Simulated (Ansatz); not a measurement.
**(ZnSe)1(MgS)3 [001] superlattice, started as zinc blende: the cell at rest**

Task: relax (ZnSe)1(MgS)3 [001] superlattice, started as zinc blende tightly.

Main program and level: Ansatz 0.2.0; DFT PBEsol, scalar-relativistic, plane waves, PAW.

Report form: the programs' logs are mostly left out.

The structure was built from a prototype and need not be the compound's stable phase.

## (1) The starting structure

Symmetry: Pmm2, No. 25, orthorhombic system. Conventional cell: a = 3.983 Å, b = 3.983 Å, c = 11.265 Å, α = 90.00°, β = 90.00°, γ = 90.00°. Nearest to Mg lie 2 S at 2.44 Å and 2 Se at 2.44 Å. Mg has 4 S at 2.44 Å nearest. Nearest to Mg lie 4 S at 2.44 Å. Nearest to S lie 4 Mg at 2.44 Å. Nearest to S lie 2 Zn at 2.44 Å and 2 Mg at 2.44 Å. Farther neighbours and most contacts between anions are not listed.

## (2) A coarse first look

First a cheap look: the gap decides the mesh and the occupations, the pressure tells how far the cell has to move.

The input, input.yaml:

```yaml
crystal:
  lattice:
    - [2.81625, 2.81625, 0.0]
    - [-2.81625, 2.81625, 0.0]
    - [0.0, 0.0, 11.265]
  atoms:
    - { symbol: Mg, position: [0.5, 0.5, 0.25] }
    - { symbol: Mg, position: [0.0, 0.0, 0.5] }
    - { symbol: Mg, position: [0.5, 0.5, 0.75] }
    - { symbol: S, position: [0.0, 0.5, 0.375] }
    - { symbol: S, position: [0.5, 1.0, 0.625] }
    - { symbol: S, position: [0.0, 0.5, 0.875] }
    - { symbol: Se, position: [0.5, 1.0, 0.125] }
    - { symbol: Zn, position: [0.0, 0.0, 0.0] }
kpoints:
  mp_grid: { grid: [4, 4, 2] }
hamiltonian:
  xc: pbesol
scf:
  occupations: { method: gaussian, width: 0.1 }
output:
  forces: true
  stress: true
  eigenvalues: true
```

The run is started by

```sh
ansatz run input.yaml --threads 8 --pin off --max-ram 14336MiB --backend cpu --events-out ev --progress --plain --runs-dir out
```

It took 8.1 s on 8 threads of Intel Xeon Platinum 8488C (Sapphire Rapids), shared host; peak memory 0.76 GiB.

A gap read on the k-mesh alone can miss the band edges.

Numbers from this step:

```yaml
pressure: 0.7021 GPa
gap_on_the_k_mesh: 2.623 eV
volume_per_atom: 22.34 Å³
direct_gap_on_mesh: 2.623 eV
```

The coarse mesh shows a gap of 2.62 eV and a pressure of 0.7 GPa.

## (3) Coarse relaxation

A rough relaxation comes first, because large forces or stress need no tight tolerances yet.

input.yaml, as its differences from that of step 2:

```diff
@@ -15,3 +15,3 @@
 kpoints:
-  mp_grid: { grid: [4, 4, 2] }
+  mp_grid: { grid: [6, 6, 2] }
 hamiltonian:
@@ -24 +24,6 @@
   eigenvalues: true
+relax:
+  adjacent_minimum: "off"
+  f_tol: 0.05
+  max_steps: 80
+  cell: { stress_tol: 0.5 }
```

Elapsed: 15 s, on 8 threads; peak memory 0.87 GiB; 1.7 min of CPU time.

Step by step:

```tsv
step	energy less that of the first step (eV)	largest force component (eV/Å)	pressure (GPa)	volume (Å³)
1	0.0000	0.9572	0.65	178.69
2	-0.1223	0.1863	0.02	180.10
3	-0.1281	0.0223	0.02	180.08
4*	-0.1283	0.0220	0.02	180.08
```

Relaxation steps marked * repeat the geometry before them on a plane-wave basis chosen anew for their cell, so energy and pressure can jump there.

Forces are held to the 4 operations that the run works with; a distortion that breaks them can't arise in this run.

```tsv
conventional cell, symmetrised	before	after	change
a (Å)	3.983	3.980	-0.1 %
b (Å)	3.983	4.003	+0.5 %
c (Å)	11.265	11.305	+0.4 %
volume (Å³/atom)	22.34	22.51	+0.8 %
```

The atoms that moved most (Å, as changes of fractional coordinates times the final cell):

```tsv
atom	dx	dy	dz	length
Se7	0.000	0.000	-0.133	0.133
Zn8	0.000	0.000	-0.112	0.112
Mg3	0.000	0.000	0.050	0.050
Mg2	0.000	0.000	0.048	0.048
S5	0.000	0.000	0.040	0.040
S6	0.000	0.000	0.037	0.037
Mg1	0.000	0.000	0.036	0.036
S4	0.000	0.000	0.035	0.035
```

This step gave:

* pressure: 0.01990 GPa
* gap on the k-mesh: 2.404 eV
* volume per atom: 22.51 Å³
* direct gap on mesh: 2.404 eV

In this step the volume went from 22.34 to 22.51 Å³/atom.

## (4) Relaxation

Harmonic phonons are second derivatives at a point where the forces vanish, and they are wanted at zero stress, so atoms and cell are relaxed first.

The input, input.yaml:

```yaml
crystal:
  lattice:
    - [2.8304289387, 2.8304289387, 0.0]
    - [-2.8139408448, 2.8139408448, 0.0]
    - [0.0, 0.0, 11.3048927792]
  atoms:
    - { symbol: Mg, position: [0.5, 0.5, 0.2531923556] }
    - { symbol: Mg, position: [0.0, 0.0, 0.5042620815] }
    - { symbol: Mg, position: [0.5, 0.5, 0.7544131801] }
    - { symbol: S, position: [0.0, 0.5, 0.3780762387] }
    - { symbol: S, position: [0.5, 1.0, 0.6285574969] }
    - { symbol: S, position: [0.0, 0.5, 0.8782364647] }
    - { symbol: Se, position: [0.5, 1.0, 0.1132042813] }
    - { symbol: Zn, position: [0.0, 0.0, -0.0099420988] }
kpoints:
  mp_grid: { grid: [6, 6, 2] }
hamiltonian:
  xc: pbesol
scf:
  occupations: { method: gaussian, width: 0.02 }
output:
  forces: true
  stress: true
  eigenvalues: true
relax:
  adjacent_minimum: "off"
  f_tol: 0.005
  max_steps: 80
  cell: { stress_tol: 0.05 }
```

It took 13 s on 8 threads; peak memory 0.88 GiB.

The steps of the relaxation:

```tsv
step	energy less that of the first step (eV)	largest force component (eV/Å)	pressure (GPa)	volume (Å³)
1	0.0000	0.0220	0.02	180.08
2	-0.0001	0.0051	0.00	180.12
3	-0.0001	0.0019	0.00	180.14
4*	-0.0001	0.0019	0.00	180.14
```

Relaxation steps marked * repeat the geometry before them on a plane-wave basis chosen anew for their cell, so energy and pressure can jump there.

Forces are held to the 4 operations that the run works with; a distortion that breaks them can't arise in this run.

```tsv
conventional cell, symmetrised	before	after	change
a (Å)	3.980	3.976	-0.1 %
b (Å)	4.003	4.001	-0.0 %
c (Å)	11.305	11.323	+0.2 %
volume (Å³/atom)	22.51	22.52	+0.0 %
```

The relaxed structure:

```cif
data_structure
_symmetry_space_group_name_H-M 'P 1'
_symmetry_Int_Tables_number 1
_cell_length_a 4.0009
_cell_length_b 3.9764
_cell_length_c 11.3231
_cell_angle_alpha 90.000
_cell_angle_beta 90.000
_cell_angle_gamma 90.000
_cell_volume 180.14
loop_
_atom_site_label
_atom_site_type_symbol
_atom_site_fract_x
_atom_site_fract_y
_atom_site_fract_z
_atom_site_occupancy
Mg1 Mg 0.50000 0.50000 0.25326 1
Mg2 Mg 0.00000 0.00000 0.50423 1
Mg3 Mg 0.50000 0.50000 0.75427 1
S4 S 0.00000 0.50000 0.37808 1
S5 S 0.50000 0.00000 0.62848 1
S6 S 0.00000 0.50000 0.87820 1
Se7 Se 0.50000 0.00000 0.11343 1
Zn8 Zn 0.00000 0.00000 0.99004 1
```

Numbers from this step:

| Item | Value |
| --- | --- |
| pressure | -0.003041 GPa |
| gap on the k-mesh | 2.399 eV |
| volume per atom | 22.52 Å³ |
| direct gap on mesh | 2.399 eV |

In this step the volume went from 22.51 to 22.52 Å³/atom.

## (5) Tight relaxation

Phonons need a cell at rest on their own settings, so the relaxation is repeated with tight tolerances on forces and stress on the k mesh and occupations of the first response run.

The input, input.yaml:

```yaml
crystal:
  lattice:
    - [2.8290658986, 2.8290658986, 0.0]
    - [-2.8117179023, 2.8117179023, 0.0]
    - [0.0, 0.0, 11.3231392083]
  atoms:
    - { symbol: Mg, position: [0.5, 0.5, 0.2532616211] }
    - { symbol: Mg, position: [0.0, 0.0, 0.5042344804] }
    - { symbol: Mg, position: [0.5, 0.5, 0.7542671127] }
    - { symbol: S, position: [0.0, 0.5, 0.3780822581] }
    - { symbol: S, position: [0.5, 1.0, 0.6284824046] }
    - { symbol: S, position: [0.0, 0.5, 0.8782013913] }
    - { symbol: Se, position: [0.5, 1.0, 0.1134349815] }
    - { symbol: Zn, position: [0.0, 0.0, -0.0099642497] }
kpoints:
  mp_grid: { grid: [8, 8, 2] }
hamiltonian:
  xc: pbesol
scf:
  occupations: { method: fixed }
output:
  forces: true
  stress: true
  eigenvalues: true
relax:
  adjacent_minimum: "off"
  f_tol: 0.001
  max_steps: 60
  cell: { stress_tol: 0.01 }
```

It took 22 s on 8 threads; peak memory 0.95 GiB; 2.6 min of CPU time.

Little changed from the start: no atom moved by 0.005 Å and no cell edge by 0.1 %.

This step gave:

```
pressure           : 5.93e-4 GPa
gap on the k-mesh  : 2.398 eV
volume per atom    : 22.51 Å³
direct gap on mesh : 2.398 eV
```

The largest force component left is 0.20 meV/Å and the pressure is 0.001 GPa, within the tolerances set. The cell now holds 22.51 Å³/atom.

## (6) What came out

```json
{"space group after relaxation (within 0.01 Å)": "Pmm2", "lattice constant a": "3.975 Å", "lattice constant b": "4.000 Å", "lattice constant c": "11.329 Å", "volume per atom": "22.5 Å³", "gap on the k-mesh": "2.40 eV"}
```

The largest force component left is 0.20 meV/Å and the pressure is 0.001 GPa, within the tolerances set. The cell now holds 22.51 Å³/atom. The relaxation keeps the symmetry of its start, so it says nothing on stability against lower symmetry. The starting cell was built on a prototype and not taken from a measurement, so the phase need not exist.

[Logs are printed without paths, hosts, clocks, repeated set-up lines and the standing remarks that a program may print on its own settings, such as how far it seeks lower states.]

[Hosts, paths, dates, database ids (printed as entryN), source tags and the programs' standing remarks are cut or masked in the printed files.]
